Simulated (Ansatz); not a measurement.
**Sn wire along [110], 17 atoms a period, H-terminated: bands by functional**

Wanted: the relaxed geometry and the bands of the Sn wire along [110], 17 atoms a period, H-terminated.

Calculated with Ansatz 0.2.0; DFT PBE, plane waves, PAW; relaxation of a wire's period; PAW set soft_1, in the first sound run; inputs show where later runs differ.

## (1) The starting structure

The cell holds 29 atoms: 12 H and 17 Sn. Cell: a = 22.121 Å, b = 19.062 Å, c = 4.702 Å, α = 90.0°, β = 90.0°, γ = 90.0°. Vacuum lies along a and b. The structure's axis is c.

## (2) The relaxed wire

Band widths follow the bond lengths, so the wire is relaxed first. The atoms and the third cell vector are free; the box across stays fixed as vacuum. A Fermi-Dirac smearing is set since the result may be a metal. The pressure printed is a third of the stress's trace over the whole box, vacuum included; only the stress along the axis is relaxed.

input.yaml reads:

```yaml
crystal:
  lattice:
    - [22.121, 0.0, 0.0]
    - [0.0, 19.062, 0.0]
    - [0.0, 0.0, 4.7022600949]
  atoms:
    - { symbol: H, position: [0.153700104, 0.574965803, 0.0] }
    - { symbol: Sn, position: [0.199374484, 0.500006773, 0.0] }
    - { symbol: Sn, position: [0.424838975, 0.623347978, 0.0] }
    - { symbol: H, position: [0.454319425, 0.821648212, 0.0] }
    - { symbol: Sn, position: [0.499993805, 0.746689183, 0.0] }
    - { symbol: Sn, position: [0.499993805, 0.500006773, 0.0] }
    - { symbol: Sn, position: [0.725458296, 0.623347978, 0.0] }
    - { symbol: H, position: [0.771132677, 0.698307007, 0.0] }
    - { symbol: Sn, position: [0.800613126, 0.500006773, 0.0] }
    - { symbol: H, position: [0.846287507, 0.500006773, 0.303868563] }
    - { symbol: Sn, position: [0.274529315, 0.500006773, 0.5] }
    - { symbol: H, position: [0.304009764, 0.301706539, 0.5] }
    - { symbol: H, position: [0.304009764, 0.698307007, 0.5] }
    - { symbol: Sn, position: [0.349684145, 0.376665568, 0.5] }
    - { symbol: Sn, position: [0.349684145, 0.623347978, 0.5] }
    - { symbol: Sn, position: [0.575148636, 0.253324363, 0.5] }
    - { symbol: Sn, position: [0.575148636, 0.746689183, 0.5] }
    - { symbol: Sn, position: [0.575148636, 0.500006773, 0.5] }
    - { symbol: H, position: [0.620823016, 0.178365334, 0.5] }
    - { symbol: H, position: [0.620823016, 0.821648212, 0.5] }
    - { symbol: Sn, position: [0.650303466, 0.376665568, 0.5] }
    - { symbol: Sn, position: [0.650303466, 0.623347978, 0.5] }
    - { symbol: H, position: [0.846287507, 0.500006773, 0.696131437] }
    - { symbol: H, position: [0.153700104, 0.425047744, 0.0] }
    - { symbol: Sn, position: [0.424838975, 0.376665568, 0.0] }
    - { symbol: H, position: [0.454319425, 0.178365334, 0.0] }
    - { symbol: Sn, position: [0.499993805, 0.253324363, 0.0] }
    - { symbol: Sn, position: [0.725458296, 0.376665568, 0.0] }
    - { symbol: H, position: [0.771132677, 0.301706539, 0.0] }
kpoints:
  mp_grid: { grid: [1, 1, 18] }
scf:
  occupations: { method: fermi_dirac, width: 0.05 }
hamiltonian:
  xc: pbe
  pseudopotentials: { kind: paw, azcp: { folder: soft_1 } }
relax:
  cell: { fix: [a, b, alpha, beta, gamma] }
  max_steps: 45
  f_tol: 0.03
```

Launch:

```bash
$ ansatz run input.yaml --threads 8 --pin off --max-ram 16384MiB --backend cpu --events-out ev --progress --plain --runs-dir out
```

Numbers of over 12 decimals in the logs are rounded to 6 here.

The program printed:

```text
Engine: ansatz 0.2.0, aarch64-unknown-linux-gnu
Pseudopotentials: kind: paw
Pseudopotential: H, paw, valence charge 1, recommended cutoff 420 eV (normal), soft_1/H.paw.azcp
Pseudopotential: Sn, paw, valence charge 14, recommended cutoff 420 eV (normal), soft_1/Sn.paw.azcp
Functional definition: PBE
  parameter kappa = 0.804
  parameter beta = 0.066725
  exchange = pbe_x(kappa = kappa, mu = beta*pi^2/3)
  correlation = pbe_c(beta = beta)
Crystal: 29 atoms, lattice volume = 1982.804 Å³
Basis set: ecut = 420 eV, 38725 PW (Γ), exchange–correlation on 300×256×64 points (8 copies of the dense FFT grid, shifted against one another)
Bands: 154, of which v1, the nominal top of the filled ones, is band 125 counted from 1 (124 counted from 0)
Symmetry: 4 space group operations
Space group: Pmm2 (ITA 25), of the structure as read, at distance tolerance 1.3e-4 Å
k-points: 10 of 18
Non-local potential: H, projectors of the file, l = 0: 2, l = 1: 1
Non-local potential: Sn, projectors of the file, l = 0: 2, l = 1: 2, l = 2: 2, l = 3: 1
PAW form: soft (Blöchl's): semilocal exchange-correlation on the pseudo side does not see the compensation charge
PAW one-centre angular grid: H, 110 points (default); XC on 64 Gauss nodes
PAW one-centre angular grid: Sn, 590 points (default); XC on 64 Gauss nodes
Initial density: superposition of atomic densities (neutral atoms: chi_scale 0, normalization atom)
Initial wavefunctions: pseudopotential atomic-orbital guess
Functional: x = pbe(κ = 0.804, μ = 0.219515), c = pbe(β = 0.066725)
SCF iter   1: F=—  HF=-102601.426294 eV  |F-HF|=—  |Δ(HF+E_count)|=         —  Δρ=2.46e-2  dr2=1.29e1  ethr=3.10e-3  ⟨swp⟩=6.9  Hψ=6715  notcnv=0  defer=49
preconditioner: auto → Resta (q_TF=auto, 1.932 Å⁻¹)  ε∞=2.0  [insulator: Δε(μ)=0.412 eV  Ē_g=7.606 eV  σ=0.050 eV  W_gap=0.97  n_scr=248 (ndim 8)  ℏωp=7.5 eV  f_vac=0.578  D(μ)=0.07/eV (n_scr^D=0)  ε∞_Penn≈2.0  vacuum switching on, ρ_ref=4.2e-3 e/Å³]
SCF iter   2: F=—  HF=-102598.532172 eV  |F-HF|=—  |Δ(HF+E_count)|=    2.89e0  Δρ=9.55e-3  dr2=2.98e0  ethr=3.10e-3  ⟨swp⟩=3.4  Hψ=2262  notcnv=0  defer=188
SCF iter   3: F=—  HF=-102598.145746 eV  |F-HF|=—  |Δ(HF+E_count)|=   3.86e-1  Δρ=4.30e-3  dr2=1.48e0  ethr=1.19e-3  ⟨swp⟩=3.7  Hψ=2356  notcnv=0  defer=189
SCF iter   4: F=—  HF=-102597.941507 eV  |F-HF|=—  |Δ(HF+E_count)|=   2.04e-1  Δρ=1.24e-3  dr2=1.17e-1  ethr=5.93e-4  ⟨swp⟩=3.6  Hψ=1861  notcnv=0  defer=184
SCF iter   5: F=—  HF=-102597.944717 eV  |F-HF|=—  |Δ(HF+E_count)|=   3.21e-3  Δρ=6.09e-4  dr2=4.12e-2  ethr=4.69e-5  ⟨swp⟩=3.0  Hψ=2116  notcnv=0  defer=178
SCF iter   6: F=—  HF=-102597.941264 eV  |F-HF|=—  |Δ(HF+E_count)|=   3.45e-3  Δρ=3.26e-4  dr2=2.60e-3  ethr=1.65e-5  ⟨swp⟩=1.9  Hψ=1695  notcnv=0  defer=178
SCF iter   7: F=—  HF=-102597.942977 eV  |F-HF|=—  |Δ(HF+E_count)|=   1.71e-3  Δρ=1.26e-4  dr2=1.03e-3  ethr=1.04e-6  ⟨swp⟩=2.0  Hψ=1763  notcnv=0  defer=178
SCF iter   8: F=—  HF=-102597.943268 eV  |F-HF|=—  |Δ(HF+E_count)|=   2.91e-4  Δρ=4.78e-5  dr2=3.78e-4  ethr=4.12e-7  ⟨swp⟩=2.0  Hψ=1603  notcnv=0  defer=178
SCF iter   9: F=—  HF=-102597.943259 eV  |F-HF|=—  |Δ(HF+E_count)|=   9.11e-6  Δρ=2.28e-5  dr2=1.25e-5  ethr=1.51e-7  ⟨swp⟩=2.0  Hψ=1588  notcnv=0  defer=178
SCF iter  10: F=—  HF=-102597.942999 eV  |F-HF|=—  |Δ(HF+E_count)|=   2.60e-4  Δρ=9.36e-6  dr2=2.38e-6  ethr=5.00e-9  ⟨swp⟩=3.0  Hψ=2916  notcnv=0  defer=178
SCF iter  11: F=—  HF=-102597.943003 eV  |F-HF|=—  |Δ(HF+E_count)|=   4.26e-6  Δρ=3.13e-6  dr2=2.86e-7  ethr=9.54e-10  ⟨swp⟩=2.0  Hψ=1763  notcnv=0  defer=178
SCF iter  12: F=-102597.943004 eV  HF=-102597.943004 eV  |F-HF|=9.11e-9  |Δ(HF+E_count)|=   6.73e-7  Δρ=9.05e-7  dr2=5.50e-8  ethr=4.00e-11  ⟨swp⟩=5.1  Hψ=5066  notcnv=0
SCF 1 converged in 12 iterations: F = -102597.943004 eV  dr2 = 5.50e-8
  greatest PAW one-centre occupation: 0.991 electrons in one spin orbital (limit 2), on the Sn atom at site 8 (counted from 0), in its partial waves of l = 2
relax step   1: F+E_penalty+E_count = -102597.94300373 eV  Δ(F+E_penalty+E_count) = +0.000e0 eV  max|allowed force component| = 2.012e-1 eV/Å  Δτ_max = 0.0000 Å  P = -0.305 GPa  Ω = 1982.804 Å³  fix = [a, b, alpha, beta, gamma]  reactions: a -0.329, b -0.425 GPa  (12 SCF iters, dr2 threshold 1.00e-7 eV, accepted)
Crystal: 29 atoms, lattice volume = 1986.515 Å³
Basis set: ecut = 420 eV, 38781 PW (Γ), exchange–correlation on 300×256×64 points (8 copies of the dense FFT grid, shifted against one another)
Initial density: handed on by an earlier stage of this run
Initial wavefunctions: those handed on with the density
iter 1 solved again at ethr=2.96e-4 eV; its pass at ethr=3.10e-3 eV (dr2=7.41e-1 eV) is discarded
SCF iter   1: F=—  HF=-102597.797498 eV  |F-HF|=—  |Δ(HF+E_count)|=         —  Δρ=6.49e-3  dr2=7.50e-1  ethr=2.96e-4  ⟨swp⟩=6.3  Hψ=7318  notcnv=0  defer=1
preconditioner: auto → Resta (q_TF=auto, 1.931 Å⁻¹)  ε∞=1.5  [insulator: Δε(μ)=0.851 eV  Ē_g=18.990 eV  σ=0.050 eV  W_gap=1.00  n_scr=248 (ndim 8)  ℏωp=13.2 eV  f_vac=0.627  D(μ)=0.00/eV (n_scr^D=0)  ε∞_Penn≈1.5  vacuum switching on, ρ_ref=2.6e-2 e/Å³]
SCF iter   2: F=—  HF=-102597.701956 eV  |F-HF|=—  |Δ(HF+E_count)|=   9.55e-2  Δρ=3.04e-3  dr2=2.62e-1  ethr=2.96e-4  ⟨swp⟩=5.9  Hψ=2974  notcnv=0  defer=28
SCF iter   3: F=—  HF=-102597.700799 eV  |F-HF|=—  |Δ(HF+E_count)|=   1.16e-3  Δρ=1.97e-3  dr2=2.31e-1  ethr=1.05e-4  ⟨swp⟩=4.8  Hψ=3342  notcnv=0  defer=164
SCF iter   4: F=—  HF=-102597.667450 eV  |F-HF|=—  |Δ(HF+E_count)|=   3.33e-2  Δρ=3.53e-4  dr2=5.59e-3  ethr=9.23e-5  ⟨swp⟩=2.6  Hψ=1815  notcnv=0  defer=187
SCF iter   5: F=—  HF=-102597.667876 eV  |F-HF|=—  |Δ(HF+E_count)|=   4.26e-4  Δρ=1.79e-4  dr2=4.74e-3  ethr=2.24e-6  ⟨swp⟩=3.1  Hψ=2772  notcnv=0  defer=187
SCF iter   6: F=—  HF=-102597.667199 eV  |F-HF|=—  |Δ(HF+E_count)|=   6.77e-4  Δρ=7.75e-5  dr2=2.37e-4  ethr=1.90e-6  ⟨swp⟩=1.4  Hψ=1678  notcnv=0  defer=187
SCF iter   7: F=—  HF=-102597.666887 eV  |F-HF|=—  |Δ(HF+E_count)|=   3.12e-4  Δρ=2.81e-5  dr2=4.38e-5  ethr=9.47e-8  ⟨swp⟩=2.1  Hψ=1705  notcnv=0  defer=187
SCF iter   8: F=—  HF=-102597.666891 eV  |F-HF|=—  |Δ(HF+E_count)|=   3.16e-6  Δρ=1.25e-5  dr2=1.34e-5  ethr=1.75e-8  ⟨swp⟩=2.1  Hψ=1602  notcnv=0  defer=187
SCF iter   9: F=-102597.666890 eV  HF=-102597.666890 eV  |F-HF|=4.08e-7  |Δ(HF+E_count)|=   4.54e-7  Δρ=5.66e-6  dr2=1.23e-6  ethr=1.01e-9  ⟨swp⟩=4.0  Hψ=5540  notcnv=0
SCF 2 converged in 9 iterations: F = -102597.666890 eV  dr2 = 1.23e-6
  greatest PAW one-centre occupation: 0.990 electrons in one spin orbital (limit 2), on the Sn atom at site 5 (counted from 0), in its partial waves of l = 2
[...]
Initial wavefunctions: pseudopotential atomic-orbital guess (no wavefunctions were taken with the density)
iter 1 solved again at ethr=8.07e-7 eV; its pass at ethr=3.10e-3 eV (dr2=2.02e-3 eV) is discarded
SCF iter   1: F=—  HF=-102598.033866 eV  |F-HF|=—  |Δ(HF+E_count)|=         —  Δρ=2.30e-5  dr2=3.60e-7  ethr=8.07e-7  ⟨swp⟩=4.4  Hψ=11909  notcnv=0
eigensolver tolerance schedule: the retry pair's looser diagonalisation over-reported the residual by 5601.30 of it (diagonalisation noise at an unbounded share of the residual, at the tolerance the schedule requests for it); recorded, not acted on — ethr = c·dr2/N_el stays at c = 1.0e-1
preconditioner: auto → Resta (q_TF=auto, 1.931 Å⁻¹)  ε∞=1.5  [insulator: Δε(μ)=0.789 eV  Ē_g=18.895 eV  σ=0.050 eV  W_gap=1.00  n_scr=248 (ndim 8)  ℏωp=13.2 eV  f_vac=0.618  D(μ)=0.00/eV (n_scr^D=0)  ε∞_Penn≈1.5  vacuum switching on, ρ_ref=2.6e-2 e/Å³]
SCF iter   2: F=—  HF=-102598.034933 eV  |F-HF|=—  |Δ(HF+E_count)|=   1.07e-3  Δρ=1.15e-5  dr2=1.79e-7  ethr=1.44e-10  ⟨swp⟩=4.0  Hψ=4277  notcnv=0
SCF iter   3: F=—  HF=-102598.035394 eV  |F-HF|=—  |Δ(HF+E_count)|=   4.61e-4  Δρ=5.96e-6  dr2=1.61e-7  ethr=7.18e-11  ⟨swp⟩=3.0  Hψ=2128  notcnv=0
SCF iter   4: F=—  HF=-102598.035622 eV  |F-HF|=—  |Δ(HF+E_count)|=   2.27e-4  Δρ=1.51e-6  dr2=1.33e-8  ethr=6.43e-11  ⟨swp⟩=2.8  Hψ=2075  notcnv=0
SCF iter   5: F=—  HF=-102598.035649 eV  |F-HF|=—  |Δ(HF+E_count)|=   2.76e-5  Δρ=3.57e-7  dr2=2.16e-9  ethr=5.34e-12  ⟨swp⟩=3.0  Hψ=2132  notcnv=0
SCF iter   6: F=—  HF=-102598.035652 eV  |F-HF|=—  |Δ(HF+E_count)|=   2.76e-6  Δρ=1.22e-7  dr2=1.10e-9  ethr=1.00e-12  ⟨swp⟩=3.0  Hψ=2093  notcnv=0
SCF iter   7: F=-102598.035653 eV  HF=-102598.035652 eV  |F-HF|=1.56e-7  |Δ(HF+E_count)|=   3.83e-7  Δρ=5.84e-8  dr2=2.23e-10  ethr=1.00e-12  ⟨swp⟩=3.5  Hψ=5383  notcnv=0
SCF 5 converged in 7 iterations: F = -102598.035653 eV  dr2 = 2.23e-10
relax step   5: F+E_penalty+E_count = -102598.03565254 eV  Δ(F+E_penalty+E_count) = -3.582e-4 eV  max|allowed force component| = 7.385e-3 eV/Å  Δτ_max = 0.0000 Å  P = -0.006 GPa  Ω = 1987.832 Å³  fix = [a, b, alpha, beta, gamma]  reactions: a -0.011, b -0.002 GPa  stress off target by 4.61e-3 GPa on what of the cell is left free  SCF on the basis re-selected at this cell (its energy is not comparable with the rows above)  (7 SCF iters)
basis re-selected at this cell: Δ(F+E_penalty+E_count) = -3.582e-4 eV, ΔP = +0.000 GPa vs the last step (what re-selecting the basis moved, of the pressure what is left beyond the Pulay correction that the steps carried, after the strain that the cell walked since its last selection, with what the two solves' SCF thresholds leave and, on support functions, any second-order correction that the steps lacked; it is no m [...]
SCF converged after 7 iterations
Free energy (F): -102598.035653 eV
Harris-Foulkes:  -102598.035652 eV  (|F-HF|=1.56e-7)
Internal energy: -102598.035614 eV  (E = F + TS)
E sigma→0 (E₀):  -102598.035633 eV
Entropy (-TS):   -0.000038 eV (-0.001 meV/atom)
Fermi energy:    -0.716173 eV
--- Per-component energies (eV) ---
  E_band       = -4184.243672
  E_kinetic    = 3001.889894
  E_local      = -119479.912137  (includes V_loc(G=0)·N_el)
  E_nonlocal   = 2469.497620
  E_hartree    = 58417.573129
  E_xc         = -2228.012135
  E_vxc        = -1478.255722  (∫ρ·V_xc dr)
  E_paw        = -74301.185622  (= ΣΔE_a)
  E_vpaw       = -5532.607736  (= ΣTr[D̂ρ^β])
  E_aug_tail   = -0.005570  (compensation charges beyond the density's cutoff)
  E_ewald      = 29522.119208
  E_smearing   = -0.000038  (= −TS)
  E_closure    = -0.000000  (closes the sum)
  Σ components = -102598.035653   (vs F -102598.035653, Δ=0.00e0)
--- Forces (eV/Å), atoms counted from 1 ---
  atom   1  H      0.00220151     0.00043368     0.00000000
  atom   2  Sn     0.00353305     0.00000000     0.00000000
  atom   3  Sn    -0.00344256     0.00235580     0.00000000
  atom   4  H      0.00053659    -0.00056826    -0.00000000
  atom   5  Sn    -0.00022039     0.00023913     0.00000000
  atom   6  Sn     0.00611936    -0.00000000     0.00000000
  atom   7  Sn    -0.00037142     0.00013445     0.00000000
  atom   8  H     -0.00293530    -0.00075814    -0.00000000
  atom   9  Sn    -0.00033131    -0.00000000     0.00000000
  atom  10  H     -0.00249122     0.00000000     0.00361201
  atom  11  Sn    -0.00738483    -0.00000000     0.00000000
  atom  12  H      0.00464005     0.00081393     0.00000000
  atom  13  H      0.00464005    -0.00081393    -0.00000000
  atom  14  Sn     0.00237413     0.00046992     0.00000000
  atom  15  Sn     0.00237413    -0.00046992    -0.00000000
  atom  16  Sn    -0.00152034     0.00165538     0.00000000
  atom  17  Sn    -0.00152034    -0.00165538    -0.00000000
  atom  18  Sn    -0.00491660     0.00000000     0.00000000
  atom  19  H     -0.00129143     0.00092553     0.00000000
  atom  20  H     -0.00129143    -0.00092553    -0.00000000
  atom  21  Sn     0.00400922     0.00012145     0.00000000
  atom  22  Sn     0.00400922    -0.00012145    -0.00000000
  atom  23  H     -0.00249122    -0.00000000    -0.00361201
  atom  24  H      0.00220151    -0.00043368    -0.00000000
  atom  25  Sn    -0.00344256    -0.00235580    -0.00000000
  atom  26  H      0.00053659     0.00056826     0.00000000
  atom  27  Sn    -0.00022039    -0.00023913    -0.00000000
  atom  28  Sn    -0.00037142    -0.00013445    -0.00000000
  atom  29  H     -0.00293530     0.00075814     0.00000000
  max |Σ_I F_I| component: 2.64e-6 eV/Å
--- Stress (GPa, compression-positive) ---
       -0.011318       0.000000      -0.000000
        0.000000      -0.001728      -0.000000
       -0.000000      -0.000000      -0.004614
  P = ⅓ Tr σ = -0.0059 GPa (-0.059 kbar)
--- Relaxed structure (4 steps of the walk, 3 accepted, 1 SCFs on fresh bases) ---
  F+E_penalty+E_count = -102598.03565254 eV   max|allowed force component| = 7.385e-3 eV/Å   (the final SCF, on the basis selected at the relaxed cell)
  cell:  # Å, volume = 1987.8322 Å³
    - [22.121, 0.0, 0.0]
    - [0.0, 19.062, 0.0]
    - [0.0, 0.0, 4.714184]
  atoms:
    - { symbol: H, position: [0.155536, 0.572818, 0.0] }
    - { symbol: Sn, position: [0.202604, 0.500000, 0.0] }
    - { symbol: Sn, position: [0.425360, 0.622332, 0.0] }
    - { symbol: H, position: [0.455583, 0.817657, 0.0] }
    - { symbol: Sn, position: [0.501289, 0.743182, 0.0] }
    - { symbol: Sn, position: [0.500283, 0.500000, 0.0] }
    - { symbol: Sn, position: [0.723035, 0.620565, 0.0] }
    - { symbol: H, position: [0.768219, 0.695493, 0.0] }
    - { symbol: Sn, position: [0.798160, 0.500000, 0.0] }
    - { symbol: H, position: [0.844847, 0.500000, 0.294656] }
    - { symbol: Sn, position: [0.274976, 0.500000, 0.5] }
    - { symbol: H, position: [0.306486, 0.305407, 0.5] }
    - { symbol: H, position: [0.306486, 0.694593, 0.5] }
    - { symbol: Sn, position: [0.351857, 0.380250, 0.5] }
    - { symbol: Sn, position: [0.351857, 0.619750, 0.5] }
    - { symbol: Sn, position: [0.573716, 0.256698, 0.5] }
    - { symbol: Sn, position: [0.573716, 0.743302, 0.5] }
    - { symbol: Sn, position: [0.574987, 0.500000, 0.5] }
    - { symbol: H, position: [0.619439, 0.182225, 0.5] }
    - { symbol: H, position: [0.619439, 0.817775, 0.5] }
    - { symbol: Sn, position: [0.649657, 0.377390, 0.5] }
    - { symbol: Sn, position: [0.649657, 0.622610, 0.5] }
    - { symbol: H, position: [0.844847, 0.500000, 0.705344] }
    - { symbol: H, position: [0.155536, 0.427182, 0.0] }
    - { symbol: Sn, position: [0.425360, 0.377668, 0.0] }
    - { symbol: H, position: [0.455583, 0.182343, 0.0] }
    - { symbol: Sn, position: [0.501289, 0.256818, 0.0] }
    - { symbol: Sn, position: [0.723035, 0.379435, 0.0] }
    - { symbol: H, position: [0.768219, 0.304507, 0.0] }
```

Elapsed: 4.7 min, on 8 threads of Arm Neoverse V1, shared host; peak memory 9.4 GiB; 37 min of CPU time.

Step by step:

```
step  energy less that of the first step (eV)  largest force component (eV/Å)  pressure (GPa)  volume (Å³)
   1                                   0.0000                          0.2012           -0.31      1982.80
   2                                   0.2761                          0.9674            0.34      1986.52
   3                                  -0.0891                          0.0532           -0.06      1989.04
   4                                  -0.0923                          0.0074           -0.01      1987.83
  5*                                  -0.0926                          0.0074           -0.01      1987.83
```

Relaxation steps marked * repeat the geometry before them on a plane-wave basis chosen anew for their cell, so energy and pressure can jump there. Relaxation step 2 was tried and not accepted.

Forces are held to the 4 operations that the run works with; a distortion that breaks them can't arise in this run.

```
cell as run  before  after  change
      c (Å)   4.702  4.714  +0.3 %
```

The atoms that moved most (Å, along periodic axes as changes of fractional coordinates times the final cell, across vacuum about the mean position):

```
atom      dx      dy     dz  length
 H12   0.055   0.071  0.000   0.089
 H13   0.055  -0.071  0.000   0.089
 H29  -0.064   0.054  0.000   0.084
  H8  -0.064  -0.054  0.000   0.084
Sn14   0.048   0.068  0.000   0.084
Sn15   0.048  -0.068  0.000   0.084
 H26   0.028   0.076  0.000   0.081
  H4   0.028  -0.076  0.000   0.081
```

Numbers from this step:

| Item | Value |
| --- | --- |
| cell length along the wire | 4.714 Å |

The cell's length comes to 4.714 Å with spin left out.

(Continued in part 2 of 2.)

[Logs are printed without paths, hosts, clocks, repeated set-up lines and the standing remarks that a program may print on its own settings, such as how far it seeks lower states.]

[Hosts, paths, dates, database ids (printed as entryN), source tags and the programs' standing remarks are cut or masked in the printed files.]
